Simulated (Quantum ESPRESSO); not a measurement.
# TiAu: where do free moments turn?, part 2 of 2

The moments of TiAu start in several directions and relax. Which textures last, and at what energy?

Quantum ESPRESSO 7.5; LDA; plane waves with GBRV 1.5 LDA potentials, no spin-orbit coupling.

So far, absolute magnetization (μB): 1.02 in steps 2, 3 and 4.

## Step 5: Start 4: collinear alternating

Input file pw.in:

```
&CONTROL
  calculation = 'scf'
  prefix = 'pwscf'
  outdir = './tmp'
  pseudo_dir = './pseudo'
  disk_io = 'nowf'
/
&SYSTEM
  ibrav = 0
  nat = 4
  ntyp = 3
  ecutwfc = 34
  ecutrho = 238
  nbnd = 64
  occupations = 'smearing'
  smearing = 'fd'
  degauss = 0.00367493
  noncolin = .true.
  starting_magnetization(1) = 0.0833
  angle1(1) = 0
  angle2(1) = 0
  starting_magnetization(2) = 0.0833
  angle1(2) = 180
  angle2(2) = 0
  starting_magnetization(3) = 0
/
&ELECTRONS
  conv_thr = 8d-09
  electron_maxstep = 150
  mixing_beta = 0.3
/
ATOMIC_SPECIES
Ti1    47.8670 ti_lda_v1.4.uspp.F.UPF
Ti2    47.8670 ti_lda_v1.4.uspp.F.UPF
Au    196.9666 au_lda_v1.uspp.F.UPF
CELL_PARAMETERS angstrom
   4.6150713700    0.0000000000    0.0000000000
   0.0000000000    2.9551944000    0.0000000000
   0.0000000000    0.0000000000    4.9475130000
ATOMIC_POSITIONS crystal
Ti1     0.2500000000    0.0000000000    0.8201905100
Ti2     0.7500000000    0.0000000000    0.1798094900
Au      0.2500000000    0.5000000000    0.3241104800
Au      0.7500000000    0.5000000000    0.6758895200
K_POINTS automatic
4 6 4 0 0 0
```

Run with:

```bash
OMP_NUM_THREADS=1 mpirun -n 4 pw.x -nk 4 -in pw.in > pw.out
```

What it wrote:

```text
     [... lines left out ...]
Program PWSCF v.7.5 starts
     [... lines left out ...]
     number of atoms/cell      =            4
     [... lines left out ...]
     number of electrons       =        46.00
     number of Kohn-Sham states=           64
     kinetic-energy cutoff     =      34.0000  Ry
     charge density cutoff     =     238.0000  Ry
     scf convergence threshold =      8.0E-09
     [... lines left out ...]
     Noncollinear calculation without spin-orbit
     [... lines left out ...]
      4 Sym. Ops. (no inversion) found ( 2 have fractional translation)
     [... lines left out ...]
     number of k points=    38  Fermi-Dirac smearing, width (Ry)=  0.0037
     [... lines left out ...]
     iteration # 24     ecut=    34.00 Ry     beta= 0.30
     [... lines left out ...]
     atom number    1 relative position :    0.2500   0.0000   0.8793
     [... lines left out ...]
     magnetization :         -0.000000   -0.000000   -0.000064
     [... lines left out ...]
     atom number    2 relative position :    0.7500   0.0000   0.1928
     [... lines left out ...]
     magnetization :          0.000000   -0.000000    0.001085
     [... lines left out ...]
     atom number    3 relative position :    0.2500   0.3202   0.3475
     [... lines left out ...]
     magnetization :          0.000000    0.000000    0.000026
     [... lines left out ...]
     atom number    4 relative position :    0.7500   0.3202   0.7246
     [... lines left out ...]
     magnetization :          0.000000    0.000000    0.000020
     [... lines left out ...]
     the Fermi energy is    14.7827 ev
!    total energy              =    -468.43626854 Ry
     estimated scf accuracy    <          3.5E-09 Ry
     smearing contrib. (-TS)   =      -0.00451470 Ry
     [... lines left out ...]
     total magnetization       =    -0.00     0.00     0.00 Bohr mag/cell
     absolute magnetization    =     0.00 Bohr mag/cell
     convergence has been achieved in  24 iterations
```

Run time: 99 s. Hardware: 4 MPI ranks of Arm Neoverse V1, shared host; peak memory 0.67 GiB.

Spin moment in the atom's sphere by atom:

| atom | x (μB) | y (μB) | z (μB) | size |
| --- | --- | --- | --- | --- |
| Ti1 | 0.0000 | 0.0000 | -0.0001 | 0.0001 |
| Ti2 | 0.0000 | 0.0000 | 0.0011 | 0.0011 |
| Au3 | 0.0000 | 0.0000 | 0.0000 | 0.0000 |
| Au4 | 0.0000 | 0.0000 | 0.0000 | 0.0000 |

This step gave:

```yaml
smearing_term_ts: 0.06143 eV
magnetization: 0, 0, 0 μB
absolute_magnetization: 0 μB
final_state: non-magnetic
```

## Step 6: An input with a fault

One input was spoiled on purpose, to see how the program answers.

Input file pw.in:

```
&CONTROL
  calculation = 'scf'
  prefix = 'pwscf'
  outdir = './tmp'
  pseudo_dir = './pseudo'
  disk_io = 'nowf'
/
&SYSTEM
  ibrav = 0
  nat = 4
  ntyp = 2
  ecutwfc = 34
  ecutrho = 238
  nbnd = 33
  occupations = 'smearing'
  smearing = 'fd'
  degaus = 0.00367493
  nspin = 2
  starting_magnetization(1) = 0.0833
  starting_magnetization(2) = 0
/
&ELECTRONS
  conv_thr = 8d-09
  electron_maxstep = 60
  mixing_beta = 0.3
/
ATOMIC_SPECIES
Ti     47.8670 ti_lda_v1.4.uspp.F.UPF
Au    196.9666 au_lda_v1.uspp.F.UPF
CELL_PARAMETERS angstrom
   4.6150713700    0.0000000000    0.0000000000
   0.0000000000    2.9551944000    0.0000000000
   0.0000000000    0.0000000000    4.9475130000
ATOMIC_POSITIONS crystal
Ti      0.2500000000    0.0000000000    0.8201905100
Ti      0.7500000000    0.0000000000    0.1798094900
Au      0.2500000000    0.5000000000    0.3241104800
Au      0.7500000000    0.5000000000    0.6758895200
K_POINTS automatic
4 6 4 0 0 0
```

What it wrote:

```text
     [... lines left out ...]
Program PWSCF v.7.5 starts
     Error in routine  read_namelists (1):
      bad line in namelist &system: "  degaus = 0.00367493" (error could be in the previous line)
 %%%%%%%%%%%%%%%%%%%%%%%%%%%%%%%%%%%%%%%%%%%%%%%%%%%%%%%%%%%%%%%%%%%%%%%%%%%%%%
     stopping ...
```

The job ended after 0.48 s (4 MPI ranks; peak memory 0.05 GiB).

The input was rejected at the start.

The program's message: “read_namelists (1): bad line in namelist &system: " degaus = 0.00367493" (error could be in the previous line)”

A key was misspelt on purpose.

## Step 7: Ranking

States with no site moment of 0.15 μB are listed as non-magnetic. Textures, by row:

| start | final state | energy over the lowest (meV a seeded atom) | smallest moment (μB) | largest moment (μB) | net moment (μB a cell) | angles to the first moment (degrees) |
| --- | --- | --- | --- | --- | --- | --- |
| collinear parallel | ferromagnetic | 0 | 0.4081 | 0.4081 | 1.002 | 0 |
| random 2 | ferromagnetic | 0.02809 | 0.4082 | 0.4082 | 1.003 | 0 |
| two sublattices 60 degrees apart | ferromagnetic | 0 | 0.4083 | 0.4083 | 1.003 | 0 |
| collinear alternating | non-magnetic | 11.94 | 0 | 0.001085 | 0.001281 | - |

## Step 8: What came out

```json
{
 "lowest start": "collinear parallel, random 2 and two sublattices 60 degrees apart",
 "its final state": "ferromagnetic",
 "its moments": "0.408 μB",
 "its net moment": "1.00 μB a cell"
}
```

No finished start ends non-collinear. The mesh is coarse, so differences of some ten meV can be noise where moments are itinerant. Without spin–orbit coupling only the angles between moments matter. The cell holds only so many moments, so longer spirals cannot form in it. The cutoff lies under the 40 Ry that these files are usually run at.

[Logs and program files are shortened in this print: banners, set-up blocks, solver, clock and traceback lines can be left out without a mark of their own.]

[Logs are printed without paths, hosts, clocks, repeated set-up lines and the standing remarks that a program may print on its own settings, such as how far it seeks lower states.]

[Hosts, paths, dates, database ids (printed as entryN), source tags and the programs' standing remarks are cut or masked in the printed files.]

[Where a cell is said to come from a database of computed structures, the database is the Materials Project.]
